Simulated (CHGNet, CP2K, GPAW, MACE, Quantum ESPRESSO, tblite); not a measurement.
# Running twisted graphene monolayer on bilayer, 21.79° (42 atoms) with GPAW

How do the settings of GPAW change the result for twisted graphene monolayer on bilayer, 21.79° (42 atoms)? A plane-wave run serves as the yardstick.

Method: the method is named at each step, in GPAW 26.7.0.

## Step 1: Set-up

The cell holds 42 atoms: 42 C. Its edges and angles: a = 6.508 Å, b = 6.509 Å, c = 20.690 Å, α = 90.0°, β = 90.0°, γ = 120.0°. It derives from C (graphene). Graphene (a = 2.46 Å) under graphene (a = 2.46 Å), monolayer on bilayer, commensurate cell of 7 unit cells a layer, twist 21.79 deg; facing planes 3.32, 3.37 Å apart as built; 14 Å of vacuum; minimised with a classical potential. Then every atom was moved at random, 0.03 Å r.m.s. a Cartesian component. Regions: layer 1, 14 atoms (14 C); layer 2, 14 atoms (14 C); layer 3, 14 atoms (14 C). Vacuum lies along c.

The yardstick, on the same geometry:

```
method                 : Kohn-Sham DFT, PBE, SSSP efficiency 1.3.0 pseudopotentials, plane waves (Quantum ESPRESSO 7.5); sssp-pbe-1.3.0-efficiency, cutoffs 45/360 Ry, Γ point
r.m.s. force component : 1.523 eV/Å
longest force          : 6.137 eV/Å
time                   : 42 s on 4 MPI ranks of Intel Xeon Platinum 8488C (Sapphire Rapids), shared host
CPU time               : 2.7 min
```

## Step 2: PBE, LCAO dzp, h 0.2 Å

Method: Kohn-Sham DFT, PBE, PAW, atomic orbitals (dzp).

Input file run.py:

```python
import numpy as np
from ase.io import read
from gpaw import GPAW, FermiDirac

atoms = read("structure.xyz")
atoms.calc = GPAW(
    mode="lcao",
    basis="dzp",
    h=0.2,
    xc="PBE",
    kpts={"size": (1, 1, 1), "gamma": True},
    occupations=FermiDirac(0.05),
    maxiter=200,
    symmetry={"point_group": False},
    txt="gpaw.txt",
)
energy = atoms.get_potential_energy(force_consistent=True)
forces = atoms.get_forces()
print(f"energy {energy:.6f} eV")
print("forces (eV/A)")
for i, (a, f) in enumerate(zip(atoms, forces)):
    print(f"{i:4d} {a.symbol:2s} {f[0]:10.5f} {f[1]:10.5f} {f[2]:10.5f}")
print(f"Fermi level {atoms.calc.get_fermi_level():.4f} eV")
for k in range(len(atoms.calc.get_ibz_k_points())):
    for s in range(atoms.calc.get_number_of_spins()):
        e = atoms.calc.get_eigenvalues(kpt=k, spin=s)
        n = np.searchsorted(e, atoms.calc.get_fermi_level())
        print(f"k {k} spin {s} levels about the Fermi level:", np.round(e[max(n - 6, 0):n], 4).tolist(), "|", np.round(e[n:n + 6], 4).tolist())
```

Input file structure.xyz:

```xyz
42
Lattice="6.50850 0.00000 0.00000 -3.25425 5.63653 0.00000 0.00000 0.00000 20.69000" Properties=species:S:1:pos:R:3 pbc="T T T"
C 0.46751 1.35130 6.87756
C 1.38996 0.27044 6.95970
C -0.01058 3.81035 6.95639
C 0.91090 2.72791 6.91832
C 2.82222 0.53660 6.94977
C 0.44730 5.04802 6.91791
C 2.31117 2.97958 6.96963
C 3.25705 1.87708 6.94191
C 1.85827 5.38035 6.93053
C 2.77711 4.30721 6.96260
C 4.60828 2.15992 6.96756
C 5.59139 1.09304 6.94274
C -2.35556 4.54237 7.02115
C -1.43229 3.45671 6.96032
C 0.88646 2.66529 10.34521
C 1.85398 1.57659 10.35162
C 0.46777 5.07829 10.35245
C 1.40958 4.06174 10.30714
C 3.27820 1.81823 10.30776
C 4.23085 0.75405 10.32348
C 2.80386 4.32886 10.34066
C 3.75850 3.18436 10.29865
C 5.59220 1.08475 10.29514
C 6.49597 0.00682 10.34790
C -1.42530 3.47909 10.41348
C -0.46184 2.40218 10.34003
C 1.41300 0.23572 10.38100
C -0.93983 4.80176 10.34107
C -0.47528 5.07305 13.73526
C 0.01884 3.76109 13.78078
C 0.96118 1.05121 13.71313
C -1.88802 5.37888 13.74292
C 1.39825 3.45040 13.68168
C 1.83065 2.13805 13.70444
C 5.10943 0.21532 13.75595
C 2.28660 4.53476 13.73237
C 3.21546 1.89500 13.69802
C 3.73233 0.53192 13.74499
C 3.70630 4.32147 13.69926
C 4.14653 2.93105 13.74644
C -0.91584 2.69420 13.71913
C -0.47200 1.38050 13.68499
```

On the command line:

```sh
OMP_NUM_THREADS=1 python run.py > output.txt
```

Output:

```text
energy -382.449454 eV
forces (eV/A)
   0 C     0.26154    0.84834    0.89679
   1 C     0.81331   -0.39877   -0.21416
   2 C    -2.53615   -5.76546   -0.37107
   3 C     0.50526   -1.17006    0.01268
   4 C    -2.14604   -0.82922   -0.25737
   5 C     2.19012    6.13558    0.38705
   6 C    -0.08487   -1.44535   -0.55041
   7 C    -1.85333    0.63231    0.26315
   8 C    -0.44390   -0.25623    0.01096
   9 C    -0.27087    0.13888    0.15349
  10 C     2.51778   -1.66937   -0.39348
  11 C    -1.71524   -0.35134   -0.40394
  12 C     1.45815    1.21710   -0.90223
  13 C     1.27906    2.94489    0.41523
  14 C     4.03687    1.20016   -0.22445
  15 C     0.55546    0.95666   -0.28581
  16 C    -0.37129    0.21806   -0.37542
  17 C    -0.45987   -3.53762    0.52306
  18 C    -0.57270    1.39436    0.18771
  19 C    -2.07581    1.48501   -0.11003
  20 C    -0.03401   -3.15844   -0.46409
  21 C    -3.99922    0.71393    0.73985
  22 C     0.06374   -1.28812    0.54985
  23 C     2.20826    0.44892   -0.00640
[...]
34 C     0.01107    3.75318   -0.43618
  35 C     2.28759   -0.26243   -0.31392
  36 C     1.41809   -2.03252    0.51912
  37 C    -1.90388   -0.09919   -0.14750
  38 C    -0.98865   -2.26022    0.71451
  39 C     1.93210    2.46432   -0.57368
  40 C    -2.16310    0.26037    0.45606
  41 C     1.07958   -3.90857    0.72619
Fermi level -0.3561 eV
k 0 spin 0 levels about the Fermi level: [-2.3683, -2.3417, -2.2423, -2.0374, -2.0161, -1.9921] | [4.3779, 4.466, 4.568, 4.5703, 4.6288, 4.6836]
```

gpaw.txt:

```text
Input parameters:
  mode=LCAO(),
  basis={'default': 'dzp'},
  h=0.2,
  kpts=MonkhorstPack(size=(1, 1, 1), gamma=True),
  maxiter=200,
  occupations=Occupations(name='fermi-dirac', width=0.05, fixmagmom=False),
  symmetry=Symmetry(point_group=False),
  xc=XC(name='PBE')
Unit cell  # Å
| periodic |         x |        y |         z |   lengths |     angles |
|----------|-----------|----------|-----------|-----------|------------|
|      yes |  6.508500 | 0.000000 |  0.000000 |  6.508500 |  90.000000 |
|      yes | -3.254250 | 5.636530 |  0.000000 |  6.508503 |  90.000000 |
|      yes |  0.000000 | 0.000000 | 20.690000 | 20.690000 | 119.999984 |
Number of symmetries: 1
Symmetry operations  # r_c * U_cc + t_c -> r_c
|   | kind |            matrix            |
|---|------|------------------------------|
| 0 |  E   |  1, 0, 0,  0, 1, 0,  0, 0, 1 |
BZ-sampling:
  Number of BZ points: 1
  Number of IBZ points: 1
  Monkhorst-Pack size: [1, 1, 1]
  Monkhorst-Pack shift: [0, 0, 0]
[... lines left out ...]
      Number of RI-basis functions 0
Reference energy: -43160.380850  # eV
eigensolver:
density mixing:
  MSR1-Mixer
occupation numbers:
  Fermi-Dirac:
    width: 0.0500  # eV
FastPoissonSolver using
    Stencil: 8*3+1=25 point O(h^6) finite-difference Laplacian
xc functional:
  name: PBE with 2 nearest neighbor stencil
interpolation: tri-quintic # 5. degree polynomial
Initialization done in: 3.684 s
convergence criteria:
- Maximum [total energy] change in last 3 cyles: 0.0005 eV / valence electron
- Maximum integral of absolute [dens]ity change: 0.0001 electrons / valence electron
- Maximum integral of absolute [eigenst]ate change: 4e-08 eV^2 / valence electron
maximum number of iterations: 200
SCF iterations
|iter     |      energy | eigst |  dens |
|---------|-------------|-------|-------|
|iter:   1| -388.528816 |      c|       |
|iter:   2| -387.622961 |      c| -0.91 |
|iter:   3| -382.369083 |      c| -0.93 |
|iter:   4| -382.440378 |      c| -1.59 |
|iter:   5| -382.449868c|      c| -2.17 |
|iter:   6| -382.449497c|      c| -3.28 |
|iter:   7| -382.449458c|      c| -3.81 |
|iter:   8| -382.449454c|      c| -4.24c|
Converged in 8 steps
SCF loop duration: 19.312 s (2.414 s/step)
Energy contributions relative to reference atoms: (reference = -43160.380850)
Energy contributions:
  Kinetic:         303.624138
  Coulomb:        -325.024452
  Zero:              8.751636
  External:          0.000000
  Xc:             -369.800776
  Entropy:          -0.000000
  Spinorbit:         0.000000
  ----------------------------
  Free energy:    -382.449454
  Extrapolated:   -382.449454
dipole moment: (25.755162, -17.250756, -0.001633)  # |e|*Ang
Fermi level: -0.356
Eigenvalues  # (at kpt = [0.000, 0.000, 0.000])
| band index |      eig [eV] | occ [0-2] |
|------------|---------------|-----------|
|          0 |       -18.940 |     2.000 |
|        ... |               |           |
|         76 |        -2.445 |     2.000 |
|         77 |        -2.413 |     2.000 |
[...]
|         91 |         4.824 |     0.000 |
|        ... |               |           |
|        104 |         8.746 |     0.000 |
Gap: 6.370 eV
Transition (v -> c):
  (s=0, k=0, n=83, [0.00, 0.00, 0.00]) -> (s=0, k=0, n=84, [0.00, 0.00, 0.00])
No difference between direct/indirect transitions
Force computation time: 5.197  # s
timing:  # [seconds]
  Total:  28.248  # ━━━━━━━━━━━━━━━━━━━━━━━━━━━━━━━━━━━━━━━━━━━━━━━━━━━━━━━━━
  Init:    3.683  # ━━━━━━━╸
  SCF:    19.312  # ━━━━━━━━━━━━━━━━━━━━━━━━━━━━━━━━━━━━━━━
  Forces:  5.197  # ━━━━━━━━━━╸
```

Run time: 30 s. Hardware: 1 thread of Intel Xeon Platinum 8488C (Sapphire Rapids), shared host; peak memory 0.46 GiB.

Banners, paths, timers and routine set-up lines are dropped from the logs unmarked, and long logs keep their key lines alone; longer cuts are marked.

Compared with the plane-wave run:

```yaml
r_m_s_force_component: 1.611 eV/Å
r_m_s_difference_of_force_components: 106.9 meV/Å
longest_difference_of_force_vectors: 420.4 meV/Å
force_difference_over_r_m_s_force: 7.019 %
slope_of_forces_against_the_reference_s: 1.057
correlation_of_force_components: 0.9992
```

A closer look about C6, which bears the longest force: 10 atoms, nearest first, numbered in the order of the input, with positions taken from that point.

```
atom      x      y     z  distance (Å)  bonds     Fx     Fy  Fz (eV/Å)
  C6   0.00   0.00  0.00          0.00      3   2.19   6.14       0.39
  C3  -0.46  -1.24  0.04          1.32      3  -2.54  -5.77      -0.37
  C5  -0.88   1.13  0.03          1.43      3  -2.15  -0.83      -0.26
  C9   1.41   0.33  0.01          1.45      3  -0.44  -0.26       0.01
  C4   0.46  -2.32  0.00          2.37      3   0.51  -1.17       0.01
 C10   2.33  -0.74  0.04          2.45      3  -0.27   0.14       0.15
 C14  -1.88  -1.59  0.04          2.46      3   1.28   2.94       0.42
  C2  -2.31   0.86  0.04          2.47      3   0.81  -0.40      -0.21
  C8  -0.44   2.47  0.02          2.51      3  -1.85   0.63       0.26
 C12   1.89   1.68  0.02          2.53      3  -1.72  -0.35      -0.40
```

Atoms are counted from 1 here, from 0 in the log.

Forces lie 7.0 % from the reference's, at 0.18 times its CPU time (on 1 against 4 cores).

## Step 3: PBE, LCAO szp(dzp), h 0.2 Å

Method: Kohn-Sham DFT, PBE, PAW, atomic orbitals (szp(dzp)).

run.py, as its differences from that of step 2:

```diff
@@ -7,3 +7,3 @@
     mode="lcao",
-    basis="dzp",
+    basis="szp(dzp)",
     h=0.2,
```

structure.xyz is that of step 2.

Output:

```text
energy -346.288393 eV
forces (eV/A)
   0 C     0.39191    0.86725    0.73871
   1 C     0.89018   -0.49726   -0.06918
   2 C    -2.81282   -5.82978   -0.08114
   3 C     0.42479   -1.14283    0.05248
   4 C    -2.05762   -0.84203   -0.07034
   5 C     2.37114    6.12026    0.34590
   6 C    -0.02332   -1.54147   -0.27765
   7 C    -2.07070    0.68167    0.24542
   8 C    -0.56509   -0.05773    0.10884
   9 C    -0.35330    0.17626    0.15387
  10 C     2.50630   -1.80536   -0.16128
  11 C    -1.70333   -0.27785   -0.17590
  12 C     1.58786    1.23030   -0.51713
  13 C     1.45190    2.89842    0.35397
  14 C     4.12530    1.34028   -0.13267
  15 C     0.48998    1.14041   -0.27119
  16 C    -0.68870    0.21252   -0.18761
  17 C    -0.29727   -3.59098    0.31615
  18 C    -0.60116    1.26123    0.14904
  19 C    -1.85639    1.32425   -0.07757
  20 C     0.19668   -3.30780   -0.31846
  21 C    -4.20837    0.59720    0.41748
  22 C     0.06333   -1.13042    0.36098
  23 C     2.13969    0.58312    0.01984
[...]
34 C     0.26800    3.79270   -0.41337
  35 C     2.23270   -0.40988   -0.29050
  36 C     1.30715   -2.11718    0.22762
  37 C    -1.87107    0.02815   -0.18850
  38 C    -0.95020   -2.30296    0.36958
  39 C     1.98029    2.44887   -0.46261
  40 C    -2.22928    0.44248    0.21543
  41 C     1.03130   -3.92607    0.44013
Fermi level -0.2837 eV
k 0 spin 0 levels about the Fermi level: [-4.3377, -4.2819, -4.2182, -4.2048, -4.1692, -4.0961] | [2.3123, 2.4135, 2.4969, 2.5105, 2.5741, 2.6201]
```

gpaw.txt:

```text
Input parameters:
  mode=LCAO(),
  basis={'default': 'szp(dzp)'},
  h=0.2,
  kpts=MonkhorstPack(size=(1, 1, 1), gamma=True),
  maxiter=200,
  occupations=Occupations(name='fermi-dirac', width=0.05, fixmagmom=False),
  symmetry=Symmetry(point_group=False),
  xc=XC(name='PBE')
Unit cell  # Å
| periodic |         x |        y |         z |   lengths |     angles |
[... lines left out ...]
  Fermi-Dirac:
[... lines left out ...]
convergence criteria:
- Maximum [total energy] change in last 3 cyles: 0.0005 eV / valence electron
[... lines left out ...]
Converged in 7 steps
[... lines left out ...]
  Free energy:    -346.288393
  Extrapolated:   -346.288393
dipole moment: (25.803453, -17.308198, -0.000199)  # |e|*Ang
Fermi level: -0.284
Eigenvalues  # (at kpt = [0.000, 0.000, 0.000])
| band index |      eig [eV] | occ [0-2] |
|------------|---------------|-----------|
|          0 |       -21.096 |     2.000 |
|        ... |               |           |
|         76 |        -4.565 |     2.000 |
|         77 |        -4.538 |     2.000 |
[...]
|         91 |         2.742 |     0.000 |
|        ... |               |           |
|        104 |         6.262 |     0.000 |
Gap: 6.408 eV
Transition (v -> c):
  (s=0, k=0, n=83, [0.00, 0.00, 0.00]) -> (s=0, k=0, n=84, [0.00, 0.00, 0.00])
No difference between direct/indirect transitions
Force computation time: 4.221  # s
timing:  # [seconds]
  Total:  21.677  # ━━━━━━━━━━━━━━━━━━━━━━━━━━━━━━━━━━━━━━━━━━━━━━━━━━━━━━━━━
  Init:    3.348  # ━━━━━━━━━
  SCF:    14.039  # ━━━━━━━━━━━━━━━━━━━━━━━━━━━━━━━━━━━━━
  Forces:  4.221  # ━━━━━━━━━━━
```

Wall time 23 s (1 thread); peak memory 0.45 GiB.

Compared with the plane-wave run:

| Item | Value |
| --- | --- |
| r.m.s. force component | 1.616 eV/Å |
| r.m.s. difference of force components | 225.8 meV/Å |
| longest difference of force vectors | 739.5 meV/Å |
| force difference over r.m.s. force | 14.82 % |
| slope of forces against the reference's | 1.052 |
| correlation of force components | 0.9914 |

This is a coarse setting, run to see what it loses.

Against the first run (7.0 %), the force difference from the reference is 15 %, at 0.78 times the CPU time, with 378 basis functions against 546: the smaller basis costs accuracy.

## Step 4: PBE, LCAO dzp, h 0.2 Å, other mixer settings

Method: Kohn-Sham DFT, PBE, PAW, atomic orbitals (dzp).

run.py, as its differences from that of step 3:

```diff
@@ -2,3 +2,3 @@
 from ase.io import read
-from gpaw import GPAW, FermiDirac
+from gpaw import GPAW, FermiDirac, Mixer
 
@@ -7,3 +7,3 @@
     mode="lcao",
-    basis="szp(dzp)",
+    basis="dzp",
     h=0.2,
@@ -12,2 +12,3 @@
     occupations=FermiDirac(0.05),
+    mixer=Mixer(0.03, 7, 100),
     maxiter=200,
```

structure.xyz is that of step 3.

Output:

```text
energy -382.449454 eV
forces (eV/A)
   0 C     0.26175    0.84667    0.89843
   1 C     0.81258   -0.39815   -0.21418
   2 C    -2.53458   -5.76408   -0.37099
   3 C     0.50659   -1.16902    0.01380
   4 C    -2.14663   -0.82908   -0.25709
   5 C     2.19009    6.13405    0.38742
   6 C    -0.08528   -1.44512   -0.55067
   7 C    -1.85311    0.63307    0.26282
   8 C    -0.44269   -0.25702    0.01114
   9 C    -0.27072    0.13938    0.15234
  10 C     2.51659   -1.66803   -0.39423
  11 C    -1.71431   -0.35275   -0.40348
[...]
37 C    -1.90294   -0.10023   -0.14844
  38 C    -0.98940   -2.26006    0.71438
  39 C     1.93097    2.46334   -0.57390
  40 C    -2.16233    0.25870    0.45590
  41 C     1.07964   -3.90746    0.72656
Fermi level -0.3561 eV
k 0 spin 0 levels about the Fermi level: [-2.3685, -2.3418, -2.2425, -2.0376, -2.0162, -1.9923] | [4.3777, 4.4659, 4.5679, 4.5702, 4.6287, 4.6835]
```

gpaw.txt:

```text
Input parameters:
  mode=LCAO(),
  basis={'default': 'dzp'},
  h=0.2,
  kpts=MonkhorstPack(size=(1, 1, 1), gamma=True),
  maxiter=200,
  mixer=Pulay(name='pulay', nmaxold=7, beta=0.03, weight=100, sigma=0.015, g_ss=None),
  occupations=Occupations(name='fermi-dirac', width=0.05, fixmagmom=False),
[... lines left out ...]
  Fermi-Dirac:
[... lines left out ...]
convergence criteria:
- Maximum [total energy] change in last 3 cyles: 0.0005 eV / valence electron
[... lines left out ...]
Converged in 11 steps
[... lines left out ...]
  Free energy:    -382.449454
[... lines left out ...]
Fermi level: -0.356
[... lines left out ...]
|          0 |       -18.940 |     2.000 |
|        ... |               |           |
|         76 |        -2.446 |     2.000 |
|         77 |        -2.414 |     2.000 |
[...]
|         91 |         4.824 |     0.000 |
|        ... |               |           |
|        104 |         8.746 |     0.000 |
Gap: 6.370 eV
Transition (v -> c):
  (s=0, k=0, n=83, [0.00, 0.00, 0.00]) -> (s=0, k=0, n=84, [0.00, 0.00, 0.00])
No difference between direct/indirect transitions
Force computation time: 5.186  # s
timing:  # [seconds]
  Total:  35.872  # ━━━━━━━━━━━━━━━━━━━━━━━━━━━━━━━━━━━━━━━━━━━━━━━━━━━━━━━━━
  Init:    3.697  # ━━━━━━
  SCF:    26.936  # ━━━━━━━━━━━━━━━━━━━━━━━━━━━━━━━━━━━━━━━━━━━
  Forces:  5.186  # ━━━━━━━━
```

It took 37 s on 1 thread; peak memory 0.43 GiB.

Compared with the plane-wave run:

* r.m.s. force component: 1.611 eV/Å
* r.m.s. difference of force components: 106.4 meV/Å
* longest difference of force vectors: 418.4 meV/Å
* force difference over r.m.s. force: 6.981 %
* slope of forces against the reference's: 1.056
* correlation of force components: 0.9992
* energy less the same-level run's: 0 meV/atom
* r.m.s. force difference from the same-level run: 0.895 meV/Å

Against the first run (7.0 %), the force difference from the reference is 7.0 %, at 1.3 times the CPU time: another solver or mixer reaches the same state.

(Continued in part 2 of 2.)

[Also dropped from logs without a mark: logging warnings of Python, and SIESTA's first energy breakdown and zero terms.]

[Logs are printed without paths, hosts, clocks, repeated set-up lines and the standing remarks that a program may print on its own settings, such as how far it seeks lower states.]

[Hosts, paths, dates, database ids (printed as entryN), source tags and the programs' standing remarks are cut or masked in the printed files.]
